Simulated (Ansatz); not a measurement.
# TiZnSe3 (model cell, started as cubic perovskite with Ti in the octahedra): following an unstable mode

Aim: this structure of TiZnSe3 (model cell, started as cubic perovskite with Ti in the octahedra) is to be tested for unstable modes, and one is followed downhill.

Main program and level: Ansatz 0.2.0; DFT PBE, scalar-relativistic, plane waves, PAW; PAW set soft_1.

The structure was built from a prototype and need not be the compound's stable phase.

**1. The structure**

Symmetry: Pm-3m, No. 221, cubic system. Conventional cell: a = 4.956 Å, b = 4.956 Å, c = 4.956 Å, α = 90.00°, β = 90.00°, γ = 90.00°. Nearest to Zn lie 12 Se at 3.50 Å. Ti has 6 Se at 2.48 Å nearest. Nearest to Se lie 2 Ti at 2.48 Å. Farther neighbours and most contacts between anions are not listed.

**2. Response at finite wavevector**

The cell comes from relaxations at this level that are not shown. Stability and thermal properties need the whole zone. Linear response on a 2×2×2 q mesh gives force constants as far as a supercell of that size would.

input.yaml

```yaml
crystal:
  lattice:
    - [4.9563954824, 0.0, 0.0]
    - [0.0, 4.9563954824, 0.0]
    - [0.0, 0.0, 4.9563954824]
  atoms:
    - { symbol: Zn, position: [0.0, 0.0, 0.0] }
    - { symbol: Ti, position: [0.5, 0.5, 0.5] }
    - { symbol: Se, position: [0.5, 0.5, 0.0] }
    - { symbol: Se, position: [0.5, 0.0, 0.5] }
    - { symbol: Se, position: [0.0, 0.5, 0.5] }
kpoints:
  mp_grid: { grid: [8, 8, 8] }
hamiltonian:
  xc: pbe
  pseudopotentials: { kind: paw, azcp: { folder: soft_1 } }
scf:
  occupations: { method: methfessel_paxton, width: 0.2 }
output:
  eigenvalues: true
phonons:
  method: dfpt
  qmesh: [2, 2, 2]
  temperatures: { t_max: 1000, t_step: 50 }
  qpath:
    path:
      - [[0.0, 0.0, 0.0], [0.0, 0.5, 0.0], [0.5, 0.5, 0.0], [0.0, 0.0, 0.0], [0.5, 0.5, 0.5], [0.0, 0.5, 0.0]]
      - [[0.5, 0.5, 0.5], [0.5, 0.5, 0.0]]
    npoints: 10
```

On the command line:

```
$ ansatz run input.yaml --threads 4 --pin off --max-ram 16384MiB --backend cpu --events-out ev --progress --plain --runs-dir out
```

Numbers of over 12 decimals in the logs are rounded to 6 here.

What it wrote:

```text
Engine: ansatz 0.2.0, aarch64-unknown-linux-gnu
Pseudopotentials: kind: paw
Pseudopotential: Zn, paw, valence charge 12, recommended cutoff 420 eV (normal), soft_1/Zn.paw.azcp
Pseudopotential: Ti, paw, valence charge 12, recommended cutoff 420 eV (normal), soft_1/Ti.paw.azcp
Pseudopotential: Se, paw, valence charge 16, recommended cutoff 420 eV (normal), soft_1/Se.paw.azcp
Functional definition: PBE
  parameter kappa = 0.804
  parameter beta = 0.066725
  exchange = pbe_x(kappa = kappa, mu = beta*pi^2/3)
  correlation = pbe_c(beta = beta)
Crystal: 5 atoms, lattice volume = 121.758 Å³
Basis set: ecut = 420 eV, 2373 PW (Γ), exchange–correlation on 72×72×72 points (8 copies of the dense FFT grid, shifted against one another)
Bands: 44, of which v1, the nominal top of the filled ones, is band 36 counted from 1 (35 counted from 0)
Symmetry: 48 space group operations
k-points: 35 of 512
Non-local potential: Zn, projectors of the file, l = 0: 2, l = 1: 2, l = 2: 3, l = 3: 1
Non-local potential: Ti, projectors of the file, l = 0: 3, l = 1: 2, l = 2: 3, l = 3: 1
Non-local potential: Se, projectors of the file, l = 0: 2, l = 1: 2, l = 2: 3, l = 3: 1
PAW form: soft (Blöchl's): semilocal exchange-correlation on the pseudo side does not see the compensation charge
PAW one-centre angular grid: Zn, 590 points (default); XC on 64 Gauss nodes
PAW one-centre angular grid: Ti, 590 points (default); XC on 64 Gauss nodes
PAW one-centre angular grid: Se, 590 points (default); XC on 64 Gauss nodes
Initial density: superposition of atomic densities (chi_scale 0.1, normalization cell, long waves kept (reshape's long-wave potential 0.00 eV rms))
Initial wavefunctions: pseudopotential atomic-orbital guess
Functional: x = pbe(κ = 0.804, μ = 0.219515), c = pbe(β = 0.066725)
SCF iter   1: F=—  HF=-22231.935844 eV  |F-HF|=—  |Δ(HF+E_count)|=         —  Δρ=1.76e-1  dr2=7.24e1  ethr=3.10e-3  ⟨swp⟩=5.9  Hψ=5405  notcnv=0
preconditioner: auto → LDOS  [metal: Δε(μ)=0.051 eV  Ē_g=7.949 eV  σ=0.200 eV  W_gap=0.21  n_scr=26 (ndim 8)  ℏωp=19.6 eV  f_vac=0.011  D(μ)=4.63/eV (n_scr^D=32)  β→1.0]
SCF iter   2: F=—  HF=-22228.384699 eV  |F-HF|=—  |Δ(HF+E_count)|=    3.55e0  S|Δr|=    0.00e0  Δρ=7.20e-2  dr2=4.29e0  ethr=3.10e-3  ⟨swp⟩=3.0  Hψ=3275  notcnv=0  defer=21
SCF iter   3: F=—  HF=-22227.731808 eV  |F-HF|=—  |Δ(HF+E_count)|=   6.53e-1  S|Δr|=    0.00e0  Δρ=4.41e-2  dr2=2.46e0  ethr=3.10e-3  ⟨swp⟩=3.1  Hψ=3023  notcnv=0  defer=67
SCF iter   4: F=—  HF=-22227.177110 eV  |F-HF|=—  |Δ(HF+E_count)|=   5.55e-1  S|Δr|=    0.00e0  Δρ=1.25e-2  dr2=3.16e-1  ethr=3.10e-3  ⟨swp⟩=2.0  Hψ=2517  notcnv=0  defer=73
SCF iter   5: F=—  HF=-22227.141302 eV  |F-HF|=—  |Δ(HF+E_count)|=   3.58e-2  S|Δr|=    0.00e0  Δρ=1.93e-3  dr2=8.38e-3  ethr=4.39e-4  ⟨swp⟩=2.0  Hψ=1979  notcnv=0  defer=67
SCF iter   6: F=—  HF=-22227.140867 eV  |F-HF|=—  |Δ(HF+E_count)|=   4.35e-4  S|Δr|=    0.00e0  Δρ=5.47e-4  dr2=2.49e-4  ethr=1.16e-5  ⟨swp⟩=2.5  Hψ=2453  notcnv=0  defer=67
SCF iter   7: F=—  HF=-22227.140846 eV  |F-HF|=—  |Δ(HF+E_count)|=   2.16e-5  S|Δr|=    0.00e0  Δρ=1.70e-4  dr2=5.70e-5  ethr=3.46e-7  ⟨swp⟩=2.0  Hψ=2698  notcnv=0  defer=67
SCF iter   8: F=—  HF=-22227.140834 eV  |F-HF|=—  |Δ(HF+E_count)|=   1.21e-5  S|Δr|=    0.00e0  Δρ=5.07e-5  dr2=5.28e-6  ethr=7.92e-8  ⟨swp⟩=2.0  Hψ=2695  notcnv=0  defer=67
SCF iter   9: F=—  HF=-22227.140831 eV  |F-HF|=—  |Δ(HF+E_count)|=   2.34e-6  S|Δr|=    0.00e0  Δρ=1.07e-5  dr2=2.89e-7  ethr=7.33e-9  ⟨swp⟩=1.5  Hψ=1502  notcnv=0  defer=67
SCF iter  10: F=—  HF=-22227.140831 eV  |F-HF|=—  |Δ(HF+E_count)|=   1.03e-8  S|Δr|=    0.00e0  Δρ=2.85e-6  dr2=1.40e-8  ethr=4.01e-10  ⟨swp⟩=2.0  Hψ=1736  notcnv=0  defer=67
SCF iter  11: F=—  HF=-22227.140831 eV  |F-HF|=—  |Δ(HF+E_count)|=   2.73e-9  S|Δr|=    0.00e0  Δρ=8.39e-7  dr2=1.22e-9  ethr=1.94e-11  ⟨swp⟩=2.0  Hψ=1949  notcnv=0  defer=67
SCF iter  12: F=—  HF=-22227.140831 eV  |F-HF|=—  |Δ(HF+E_count)|=  1.31e-10  S|Δr|=    0.00e0  Δρ=2.15e-7  dr2=7.71e-11  ethr=1.69e-12  ⟨swp⟩=2.1  Hψ=2095  notcnv=0  defer=67
SCF iter  13: F=-22227.140831 eV  HF=-22227.140831 eV  |F-HF|=0.00e0  |Δ(HF+E_count)|=  3.64e-12  S|Δr|=    0.00e0  Δρ=2.53e-8  dr2=9.39e-13  ethr=1.00e-12  ⟨swp⟩=10.5  Hψ=7377  notcnv=0
SCF 1 converged in 13 iterations: F = -22227.140831 eV  dr2 = 9.39e-13
  greatest PAW one-centre occupation: 1.000 electrons in one spin orbital (limit 2), on the Se atom at site 4 (counted from 0), in its partial waves of l = 2
Initial density: read from a saved state, or passed on in memory by an earlier SCF of this step, an earlier step, the calling program or the single point that the run made first
iter 1 solved again at ethr=8.78e-8 eV; its pass at ethr=3.10e-3 eV (dr2=6.32e-5 eV) is discarded
SCF iter   1: F=—  HF=-22227.140833 eV  |F-HF|=—  |Δ(HF+E_count)|=         —  Δρ=2.98e-7  dr2=1.69e-10  ethr=8.78e-8  ⟨swp⟩=3.0  Hψ=9462  notcnv=0
eigensolver tolerance schedule: the retry pair's looser diagonalisation over-reported the residual by 374626.69 of it (diagonalisation noise at an unbounded share of the residual, at the tolerance the schedule requests for it); recorded, not acted on — ethr = c·dr2/N_el stays at c = 1.0e-1
preconditioner: auto → LDOS  [metal: Δε(μ)=0.066 eV  Ē_g=7.852 eV  σ=0.200 eV  W_gap=0.28  n_scr=26 (ndim 8)  ℏωp=19.6 eV  f_vac=0.022  D(μ)=3.62/eV (n_scr^D=26)  β→1.0]
SCF iter   2: F=—  HF=-22227.140831 eV  |F-HF|=—  |Δ(HF+E_count)|=   1.53e-6  S|Δr|=    0.00e0  Δρ=4.26e-7  dr2=2.15e-10  ethr=1.00e-12  ⟨swp⟩=3.2  Hψ=3933  notcnv=0
SCF iter   3: F=—  HF=-22227.140831 eV  |F-HF|=—  |Δ(HF+E_count)|=  1.38e-10  S|Δr|=    0.00e0  Δρ=1.63e-7  dr2=5.19e-11  ethr=1.00e-12  ⟨swp⟩=3.0  Hψ=2925  notcnv=0
SCF iter   4: F=—  HF=-22227.140831 eV  |F-HF|=—  |Δ(HF+E_count)|=  3.64e-12  S|Δr|=    0.00e0  Δρ=1.35e-7  dr2=2.62e-11  ethr=1.00e-12  ⟨swp⟩=1.0  Hψ=1540  notcnv=0
SCF iter   5: F=-22227.140831 eV  HF=-22227.140831 eV  |F-HF|=1.09e-11  |Δ(HF+E_count)|=  7.28e-12  S|Δr|=    0.00e0  Δρ=7.04e-8  dr2=9.39e-12  ethr=1.00e-12  ⟨swp⟩=2.1  Hψ=3588  notcnv=0
SCF 2 converged in 5 iterations: F = -22227.140831 eV  dr2 = 9.39e-12
  greatest PAW one-centre occupation: 1.000 electrons in one spin orbital (limit 2), on the Se atom at site 2 (counted from 0), in its partial waves of l = 2
phonons: the bands overlap, so this run is a metal and interpolates without the dipole-dipole term. If the crystal is really an insulator or semiconductor, its LO-TO splitting is missing
NSCF: frozen V_eff on 35 k-points
NSCF: frozen V_eff on 125 k-points
DFPT response loops at q = (0, 0, 0) (fractional): preconditioner auto → Kerker (q_TF=auto, 2.500 Å⁻¹) (partly filled bands, converged f_vac=0.022); β = 1.00, the filter's whole step (`scf.mixing.beta` (0.50) is not read by the response loops under this deck's `scf.mixing.preconditioner`; to damp them name `kerker` or `kerker_dos`, under which they read `scf.mixing.beta`, and type it under 1.00, their step now; both keys bind the ground state too); Broyden in place of MSR1
NSCF: frozen V_eff on 250 k-points
DFPT response loops at q = (0, 0, -0.5) (fractional): mixed as the last ones told, above
NSCF: frozen V_eff on 250 k-points
DFPT response loops at q = (0, -0.5, -0.5) (fractional): mixed as the last ones told, above
NSCF: frozen V_eff on 250 k-points
DFPT response loops at q = (-0.5, -0.5, -0.5) (fractional): mixed as the last ones told, above
SCF converged after 13 iterations
Stability not checked: this state was not tested for a lower state beside it, because cold or Methfessel-Paxton smearing, or corrected tetrahedra, fill the levels in a way that the test cannot read (fill_not_monotonic; see scf.lower_state_search)
Free energy (F): -22227.140831 eV
Harris-Foulkes:  -22227.140831 eV  (|F-HF|=0.00e0)
Internal energy: -22227.149335 eV  (E = F + TS)
E sigma→0 (E₀):  -22227.142957 eV
Entropy (-TS):   0.008504 eV (1.701 meV/atom)
Fermi energy:    6.944286 eV
--- Per-component energies (eV) ---
  E_band       = -1409.760446
  E_kinetic    = 754.135551
  E_local      = -11439.684366  (includes V_loc(G=0)·N_el)
  E_nonlocal   = -181.079094
  E_hartree    = 5538.714021
  E_xc         = -446.247862
  E_vxc        = -462.621076  (∫ρ·V_xc dr)
  E_paw        = -9330.036525  (= ΣΔE_a)
  E_vpaw       = -1157.938007  (= ΣTr[D̂ρ^β])
  E_aug_tail   = -0.001493  (compensation charges beyond the density's cutoff)
  E_ewald      = -7122.949566
  E_smearing   = 0.008504  (= −TS)
  E_closure    = -0.000000  (closes the sum)
  Σ components = -22227.140831   (vs F -22227.140831, Δ=0.00e0)
--- Band table (eV; the first three rows and the last of 35) ---
  k-point 0: bands = [... 32 lower, 6.2209, 6.2209, 6.8977, 6.8977, 6.8977, 7.1940, 7.1940, 7.1940, ... 4 higher]
  k-point 1: bands = [... 32 lower, 5.9228, 6.1428, 6.6703, 6.7259, 6.7259, 7.1982, 7.6822, 7.6822, ... 4 higher]
  k-point 2: bands = [... 32 lower, 5.3499, 5.9681, 6.7213, 6.7213, 6.9674, 7.2086, 8.2763, 8.2763, ... 4 higher]
  k-point 34: bands = [... 32 lower, 3.7473, 5.2714, 7.7060, 7.7060, 7.7060, 8.7582, 8.7582, 8.7582, ... 4 higher]
--- Phonons (Γ-DFPT): 4 representative perturbations + reference (Σ response iterations 13) ---
  ASR residual: 2.326e-5 → 0.000e0 eV/Å²; symmetrization residual: 1.623e-5 eV/Å²
  ASR residual per site (eV/Å²): 4.73e-6 1.45e-5 2.33e-5 2.33e-5 2.33e-5
  Γ frequencies (cm⁻¹): -143.82 -143.82 -143.82 -76.84 -76.84 -76.84 -60.41 -60.41 -60.41 0.00 0.00 0.00 194.58 194.58 194.58
--- Phonons (arbitrary-q DFPT): 4 irreducible q on the 2×2×2 mesh ---
  q = [0.0000, 0.0000, 0.0000] (star 1, of the zone-centre solve; hermiticity 4.23e-6, symmetrization 5.53e-12): -143.82 -143.82 -143.82 -76.84 -76.84 -76.84 -60.41 -60.41 -60.41 0.00 0.00 0.00 194.58 194.58 194.58
  q = [0.0000, 0.0000, -0.5000] (star 3, 9 solved perturbations in 975 linear systems a pass and spin channel, the states on 125 of 512 k-point pairs; hermiticity 2.19e-6, symmetrization 5.07e-12): -105.39 -105.39 -84.93 -64.97 -64.97 -57.70 -35.39 -35.39 -14.20 42.49 42.49 204.43 204.43 205.10 213.71
  q = [0.0000, -0.5000, -0.5000] (star 3, 9 solved perturbations in 975 linear systems a pass and spin channel, the states on 125 of 512 k-point pairs; hermiticity 2.32e-6, symmetrization 1.10e-12): -108.05 -80.47 -80.47 -67.48 -47.60 -31.80 -31.80 34.68 34.68 90.97 186.83 196.25 196.25 222.19 232.11
  q = [-0.5000, -0.5000, -0.5000] (star 1, 4 solved perturbations in 350 linear systems a pass and spin channel, the states on 125 of 512 k-point pairs; hermiticity 2.21e-6, symmetrization 2.60e-12): -113.56 -113.56 -113.56 -60.90 -60.90 -60.90 99.21 99.21 99.21 185.48 185.48 185.48 198.39 198.39 251.70
  sum rule: each row above includes the acoustic sum rule's correction from the zone centre's row sums; it moved no ω² by more than (0.29 cm⁻¹)²
  mesh force constants: q→R imaginary residual 3.55e-18; ASR residual 2.326e-5 → 0.000e0 eV/Å²; symmetrization residual 1.243e-14 eV/Å²
  interpolated dispersion: 62 rows × 15 modes
  density of states and harmonic sums: on the 14×14×14 q-mesh, interpolated from the force constants of a 2×2×2 supercell (no non-analytic term)
  largest difference from the sums on the solved wave vectors: F 2.56e-1 eV, S 3.54e-4 and C_V 1.01e-4 eV/K
  zero-point energy: 0.068135 eV/cell   skipped modes (ω ≤ 0): 870, of them read as no rigid motion or as one in doubt: 867 (7.101e0 modes/cell left out, lowest -143.82 cm⁻¹)   left out of the sums: 4.73e-1 of the cell's modes: C_V's classical limit lies that fraction below 3 k_B per atom; for a crystal, a wire or a layer, F and S can be off by more, and a phonons.interpolated_qmesh denser along its periods is the remedy for the sampling
```

Wall time 8.1 min (4 threads of Arm Neoverse V1, shared host); peak memory 1.9 GiB.

The column dr2 measures how far the density is from self-consistency, as an energy; F and HF (Harris–Foulkes) agree once it is small.

Numbers from this step:

```
volume per atom                                         : 24.35 Å³
gap on the k-mesh                                       : 0 eV
sum-rule residual before enforcement                    : 2.33e-5 eV/Å²
lowest frequency on the path                            : -143.8 cm⁻¹
point group                                             : m-3m
highest frequency on the path or at a solved wavevector : 251.7 cm⁻¹
highest optical mode at the zone centre (no LO-TO term) : 194.6 cm⁻¹
lowest optical zone-centre mode                         : -143.8 cm⁻¹
lowest mode on the q mesh (acoustic modes at Γ apart)   : -143.8 cm⁻¹
```

Frequencies (cm⁻¹) solved at each irreducible wavevector; negative means imaginary. Frequencies by wavevector, by row:

```
q in reciprocal lattice units  star  mode 1  mode 2  mode 3  mode 4  mode 13  mode 14  mode 15
                        0 0 0     1  -143.8  -143.8  -143.8   -76.8    194.6    194.6    194.6
                     0 0 -0.5     3  -105.4  -105.4   -84.9     -65    204.4    205.1    213.7
                  0 -0.5 -0.5     3    -108   -80.5   -80.5   -67.5    196.2    222.2    232.1
               -0.5 -0.5 -0.5     1  -113.6  -113.6  -113.6   -60.9    198.4    198.4    251.7
```

Interpolated from a 2×2×2 q mesh. Phonon branches along the path, in cm⁻¹:

```csv
point,branch 1,branch 2,branch 3,branch 4,branch 12,branch 13,branch 14,branch 15
Γ,-144,-144,-144,-77,0,195,195,195
halfway,-124,-124,-81,-78,124,199,199,202
X,-105,-105,-85,-65,204,204,205,214
halfway,-96,-80,-77,-76,196,205,213,223
M,-108,-80,-80,-68,196,196,222,232
halfway,-100,-91,-84,-70,125,198,205,215
Γ,-144,-144,-144,-77,0,195,195,195
halfway,-91,-87,-87,-67,128,205,205,228
R,-114,-114,-114,-61,186,198,198,252
halfway,-99,-90,-86,-72,198,200,212,237
X,-105,-105,-85,-65,204,204,205,214
jump to R,-114,-114,-114,-61,186,198,198,252
halfway,-111,-96,-96,-68,191,193,215,245
M,-108,-80,-80,-68,196,196,222,232
```

Symmetry leaves 4 wavevectors to solve. The lowest mode among them, the acoustic zeros apart, lies at Γ and is imaginary, 143.8i cm⁻¹, so the energy falls along it.

**3. The mode frozen in, largest atomic shift 0 Å**

The mode followed lies at Γ with frequency 143.8i cm⁻¹ and is 3-fold degenerate, the softest among the wavevectors solved. At small amplitude the distorted cell has space group no. 160 by a symmetry search on the positions. The undistorted cell that holds it gives the zero of energy on the same k mesh.

input.yaml, the sections that differ from step 2:

```yaml
output:
  forces: true
  stress: true
  eigenvalues: true
# crystal, kpoints, hamiltonian, scf: as in step 2
# phonons: removed
```

What it wrote:

```text
[...]
Crystal: 5 atoms, lattice volume = 121.758 Å³
Basis set: ecut = 420 eV, 2373 PW (Γ), exchange–correlation on 72×72×72 points (8 copies of the dense FFT grid, shifted against one another)
Bands: 44, of which v1, the nominal top of the filled ones, is band 36 counted from 1 (35 counted from 0)
Symmetry: 48 space group operations
[...]
k-points: 35 of 512
[...]
k-point 0: bands = [... 32 lower, 6.2209, 6.2209, 6.8977, 6.8977, 6.8977, 7.1940, 7.1940, 7.1940, ... 4 higher]
  k-point 1: bands = [... 32 lower, 5.9228, 6.1428, 6.6702, 6.7259, 6.7259, 7.1982, 7.6822, 7.6822, ... 4 higher]
  k-point 2: bands = [... 32 lower, 5.3499, 5.9681, 6.7213, 6.7213, 6.9674, 7.2086, 8.2763, 8.2763, ... 4 higher]
  k-point 34: bands = [... 32 lower, 3.7473, 5.2714, 7.7060, 7.7060, 7.7060, 8.7582, 8.7582, 8.7582, ... 4 higher]
[key lines of the parts left out:]
SCF converged after 10 iterations
Free energy (F): -22227.140831 eV
Fermi energy:    6.944285 eV
P = ⅓ Tr σ = -0.0043 GPa (-0.043 kbar)
```

The job ended after 5.7 s (4 threads; peak memory 0.54 GiB; 19 s of CPU time).

This step gave:

| Item | Value |
| --- | --- |
| pressure | -0.004307 GPa |
| energy from the undistorted cell | 0 meV/atom |

The run ends at a pressure of 0.00 GPa.

**4. The mode frozen in, largest atomic shift 0.22 Å**

The atoms are moved along the unstable eigenvector, the largest shift by 0.22 Å, with the cell fixed.

input.yaml, the sections that differ from step 3:

```yaml
crystal:
  lattice:
    - [4.9563954824, 0.0, 0.0]
    - [0.0, 4.9563954824, 0.0]
    - [0.0, 0.0, 4.9563954824]
  atoms:
    - { symbol: Zn, position: [-0.0061355141, 0.0061355141, 0.0061355141] }
    - { symbol: Ti, position: [0.4743730984, 0.5256269016, 0.5256269016] }
    - { symbol: Se, position: [0.5103886166, 0.4896113834, 0.0001643143] }
    - { symbol: Se, position: [0.5103886166, 0.0001643143, 0.4896113834] }
    - { symbol: Se, position: [-0.0001643143, 0.4896113834, 0.4896113834] }
# kpoints, hamiltonian, scf, output: as in step 3
```

What it wrote:

```text
[...]
Crystal: 5 atoms, lattice volume = 121.758 Å³
Basis set: ecut = 420 eV, 2373 PW (Γ), exchange–correlation on 72×72×72 points (8 copies of the dense FFT grid, shifted against one another)
Bands: 44, of which v1, the nominal top of the filled ones, is band 36 counted from 1 (35 counted from 0)
Symmetry: 6 space group operations
[...]
k-points: 65 of 512 (time reversal used)
[...]
k-point 0: bands = [... 32 lower, 5.9677, 6.2285, 6.2674, 6.5106, 6.5106, 7.7636, 7.7636, 8.1375, ... 4 higher]
  k-point 1: bands = [... 32 lower, 5.8034, 6.0778, 6.1904, 6.5098, 6.6396, 7.7372, 8.0239, 8.1084, ... 4 higher]
  k-point 2: bands = [... 32 lower, 5.4368, 5.8732, 6.2337, 6.5360, 6.9461, 7.8628, 8.3537, 8.4841, ... 4 higher]
  k-point 64: bands = [... 32 lower, 3.9390, 5.2363, 7.6860, 7.6860, 7.7065, 8.7487, 8.8026, 8.8026, ... 4 higher]
[key lines of the parts left out:]
SCF converged after 10 iterations
Free energy (F): -22227.191269 eV
Fermi energy:    6.952947 eV
P = ⅓ Tr σ = 0.4941 GPa (4.941 kbar)
```

It took 12 s on 4 threads; peak memory 0.58 GiB.

This step gave:

| Quantity | Value |
| --- | --- |
| pressure | 0.4941 GPa |
| energy from the undistorted cell | -10.18 meV/atom |

The energy, extrapolated to zero smearing, is -10.18 meV/atom against the undistorted cell.

The run ends at a pressure of 0.49 GPa, with forces up to 0.44 eV/Å.

**5. Energy along the mode, all amplitudes (two of the runs are shown above)**

An imaginary frequency means negative curvature, so the energy should fall and then rise again as anharmonic terms take over.

This step gave:

```
depth at the lowest point sampled  : 10.18 meV/atom
largest atomic shift at that point : 0.22 Å
```

The energy from the parent by largest atomic shift:

```
largest atomic shift (Å)  energy from the parent (meV/atom)
                   0.000                                  0
                   0.040                             -0.881
                   0.080                              -2.92
                   0.140                              -6.65
                   0.220                              -10.2
                   0.320                              -6.07
                   0.450                               22.7
```

Displacement at unit largest shift by atom:

```
atom   x (Å)   y (Å)   z (Å)   size
 Zn1  -0.138   0.138   0.138  0.239
 Ti2  -0.577   0.577   0.577  0.999
 Se3   0.234  -0.234   0.004  0.331
 Se4   0.234   0.004  -0.234  0.331
 Se5  -0.004  -0.234  -0.234  0.331
```

The lowest of the steps tried is at 0.22 Å, 10.2 meV/atom below the parent; the bottom of the well need not coincide with a step.

(Continued in part 2 of 2.)

[Logs are printed without paths, hosts, clocks, repeated set-up lines and the standing remarks that a program may print on its own settings, such as how far it seeks lower states.]

[Hosts, paths, dates, database ids (printed as entryN), source tags and the programs' standing remarks are cut or masked in the printed files.]
